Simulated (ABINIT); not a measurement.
# Gap slopes of TiO2 (Rutile) from G0W0 (hydrostatic strain), part 2 of 2

Aim: the gap of TiO2 (Rutile) under hydrostatic strain, by PBE and G0W0.

ABINIT 10.8.3; PBE and many-body steps on it, plane waves. Known limits of the many-body steps: not at the basis limit; coarse k mesh.

So far. Step 7 (G0W0, strain +1 %): The gap on the mesh goes from 1.86 eV to 3.30 eV, a correction of +1.44 eV.

**8. G0W0, strain -2 %**

Level of this step: G0W0 on PBE, plane waves, norm-conserving pseudopotentials (ABINIT).

The cell differs from the one that the last finished run ended in (a 4.638 → 4.500 Å, b 4.638 → 4.500 Å, c 2.987 → 2.898 Å).

The input, run.abi:

```
acell 3*1.0 Angstrom
rprim 
  4.500356000000 0.000000000000 0.000000000000
  0.000000000000 4.500356000000 0.000000000000
  0.000000000000 0.000000000000 2.898252000000
ntypat 2
znucl 22 8
natom 6
typat 1 1 2 2 2 2
xred 
  -0.000000000000 -0.000000000000 0.000000000000
  0.500000000000 0.500000000000 0.500000000000
  0.302374370252 0.302374370252 0.000000000000
  0.197625629748 0.802374370252 0.500000000000
  0.697625629748 0.697625629748 0.000000000000
  0.802374370252 0.197625629748 0.500000000000
pp_dirpath "pseudos"
pseudos "Ti.upf, O.upf"
ecut 38
ngkpt 4 4 4
nshiftk 1
shiftk 0 0 0
kptopt 1
chksymbreak 0
istwfk *1
occopt 1
irdwfk 1
optdriver 4
nband 79
gwcalctyp 0
ecutsigx 38
symsigma 1
nkptgw 1
kptgw 
  0.0000000000 0.0000000000 0.0000000000
bdgw 
  22 26
ecuteps 3.8
irdscr 1
ppmodel 1
indata_prefix "in"
outdata_prefix "out"
tmpdata_prefix "tmp"
```

Launch:

```sh
> OMP_NUM_THREADS=1 mpirun -n 4 abinit run.abi > log
```

Numbers of over 12 decimals in the logs are rounded to 6 here.

The log of the run:

```text
.Version 10.8.3 of ABINIT. v10.8.2 released Aug 2026.

 Symmetries : space group P4_2/m n m (#136); Bravais tP (primitive tetrag.)
[... echo of the input left out ...]
== DATASET  1 ==================================================================
-   mpi_nproc: 4, omp_nthreads: 1 (-1 if OMP is not activated)

--- !DatasetInfo
iteration_state: {dtset: 1, }
dimensions: {natom: 6, nkpt: 18, mband: 79, nsppol: 1, nspinor: 1, nspden: 1, mpw: 4464, }
cutoff_energies: {ecut:  38.0, pawecutdg:  -1.0, }
[...]
24   6.403 -20.609 -25.343   5.258   0.772  -0.295 -20.204   0.405   6.807
       25   8.369 -20.153 -12.128  -5.538   0.788  -0.269 -18.193   1.960  10.329
       26   8.647 -19.833 -12.222  -5.257   0.789  -0.267 -17.974   1.859  10.505

== END DATASET(S) ==============================================================
================================================================================

 -outvars: echo values of variables after computation  --------
           etotal      0.0000000000E+00
            nband          79
             nkpt          18
          spgroup         136
 [... the other variables as echoed above ...]

 Calculation completed.
```

The job ended after 5.2 s (4 MPI ranks of Arm Neoverse V1, shared host; peak memory 0.99 GiB).

This step gave:

* G0W0 gap on the points computed: 3.522 eV
* starting gap on the mesh: 1.967 eV
* k of the valence top: 0, 0, 0
* k of the conduction bottom: 0, 0, 0
* least direct G0W0 gap on the computed points: 3.522 eV

The gap on the mesh goes from 1.97 eV to 3.52 eV, a correction of +1.56 eV.

Again on this cell's own states.

**9. G0W0, strain +2 %**

The cell differs from the one that the last finished run ended in (a 4.500 → 4.684 Å, b 4.500 → 4.684 Å, c 2.898 → 3.017 Å).

The input, run.abi:

```
acell 3*1.0 Angstrom
rprim 
  4.684044000000 0.000000000000 0.000000000000
  0.000000000000 4.684044000000 0.000000000000
  0.000000000000 0.000000000000 3.016548000000
ntypat 2
znucl 22 8
natom 6
typat 1 1 2 2 2 2
xred 
  0.000000000000 -0.000000000000 0.000000000000
  0.500000000000 0.500000000000 0.500000000000
  0.306596571054 0.306596571054 0.000000000000
  0.193403428946 0.806596571054 0.500000000000
  0.693403428946 0.693403428946 0.000000000000
  0.806596571054 0.193403428946 0.500000000000
pp_dirpath "pseudos"
pseudos "Ti.upf, O.upf"
ecut 38
ngkpt 4 4 4
nshiftk 1
shiftk 0 0 0
kptopt 1
chksymbreak 0
istwfk *1
occopt 1
irdwfk 1
optdriver 4
nband 86
gwcalctyp 0
ecutsigx 38
symsigma 1
nkptgw 1
kptgw 
  0.0000000000 0.0000000000 0.0000000000
bdgw 
  22 26
ecuteps 3.8
irdscr 1
ppmodel 1
indata_prefix "in"
outdata_prefix "out"
tmpdata_prefix "tmp"
```

The log of the run:

```text
.Version 10.8.3 of ABINIT. v10.8.2 released Aug 2026.

 Symmetries : space group P4_2/m n m (#136); Bravais tP (primitive tetrag.)
[... echo of the input left out ...]
== DATASET  1 ==================================================================
-   mpi_nproc: 4, omp_nthreads: 1 (-1 if OMP is not activated)

--- !DatasetInfo
iteration_state: {dtset: 1, }
dimensions: {natom: 6, nkpt: 18, mband: 86, nsppol: 1, nspinor: 1, nspden: 1, mpw: 5032, }
cutoff_energies: {ecut:  38.0, pawecutdg:  -1.0, }
[...]
24   4.985 -20.305 -24.890   5.148   0.759  -0.318 -19.878   0.427   5.412
       25   6.813 -20.133 -11.989  -5.768   0.773  -0.294 -18.297   1.836   8.649
       26   7.118 -19.729 -11.940  -5.513   0.775  -0.291 -17.966   1.763   8.882

== END DATASET(S) ==============================================================
================================================================================

 -outvars: echo values of variables after computation  --------
           etotal      0.0000000000E+00
            nband          86
             nkpt          18
          spgroup         136
 [... the other variables as echoed above ...]

 Calculation completed.
```

The job ended after 6.4 s (4 MPI ranks; peak memory 1.2 GiB; 25 s of CPU time).

Numbers from this step:

```
G0W0 gap on the points computed              : 3.237 eV
starting gap on the mesh                     : 1.829 eV
k of the valence top                         : 0, 0, 0
k of the conduction bottom                   : 0, 0, 0
least direct G0W0 gap on the computed points : 3.237 eV
```

The gap on the mesh goes from 1.83 eV to 3.24 eV, a correction of +1.41 eV.

Again on this cell's own states.

**10. The series**

One mesh (4×4×4), Godby-Needs plasmon pole, bands up to a fixed energy, so that their count changes with the cell; hydrostatic strain per length. The ions were relaxed in each strained cell. Plane waves in the screening: 145, 145, 145, 161 and 161.

| strain (%) | PBE gap (eV) | G0W0 gap (eV) | least direct G0W0 gap (eV) | G0W0 edges |
| --- | --- | --- | --- | --- |
| -2 | 1.967 | 3.522 | 3.522 | Γ to Γ |
| -1 | 1.925 | 3.449 | 3.449 | Γ to Γ |
| +0 | 1.888 | 3.376 | 3.376 | Γ to Γ |
| +1 | 1.856 | 3.300 | 3.300 | Γ to Γ |
| +2 | 1.829 | 3.237 | 3.237 | Γ to Γ |

**11. Results**

```yaml
slope_under_compression: −40 (PBE) and −73 (G0W0) meV per %
slope_under_tension: −30 (PBE) and −70 (G0W0) meV per %
gw_settings_unstrained_cell: 4×4×4 mesh, 83 bands, screening to 103.4 eV
known_limits: not at the basis limit; coarse k mesh
```

What this shows: On the side of compression the slopes of gap against strain are −40 (PBE) and −73 (G0W0) meV per %. On the side of tension the slopes of gap against strain are −30 (PBE) and −70 (G0W0) meV per %. One line through all points gives volume deformation potentials of -1.15 eV (PBE) and -2.40 eV (G0W0). Gaps are read on the mesh, so a valley between its points is missed. Bands and cutoff are finite, so the gap is not at the basis limit. The miss can reach some tenths of an eV and take either sign; the mesh is an error of its own. In the G0W0 run levels were corrected at 1 k point alone, so a gap called «on the mesh» is the least over those, and an edge elsewhere would be missed. The 4×4×4 mesh is coarse for this cell, which bears on the long-range parts of exchange and screening.

[Paths, hosts, dates, memory and timing lines, banners, echoed tables and standing remarks are left out of the program output.]

[Logs are printed without paths, hosts, clocks, repeated set-up lines and the standing remarks that a program may print on its own settings, such as how far it seeks lower states.]

[Runs of the session that timed out or met a known fault of the program may be left out.]

[Hosts, paths, dates, database ids (printed as entryN), source tags and the programs' standing remarks are cut or masked in the printed files.]

[G0W0 gaps are taken among the corrected bands and points alone; a level outside them can change the order at an edge.]

[Where Ansatz stands beside ABINIT at settings called matched, ABINIT's density can come from a denser mesh and the files from another edition; pairs whose starting gaps differed by over 0.03 eV were left out, so agreement reads better than it is.]
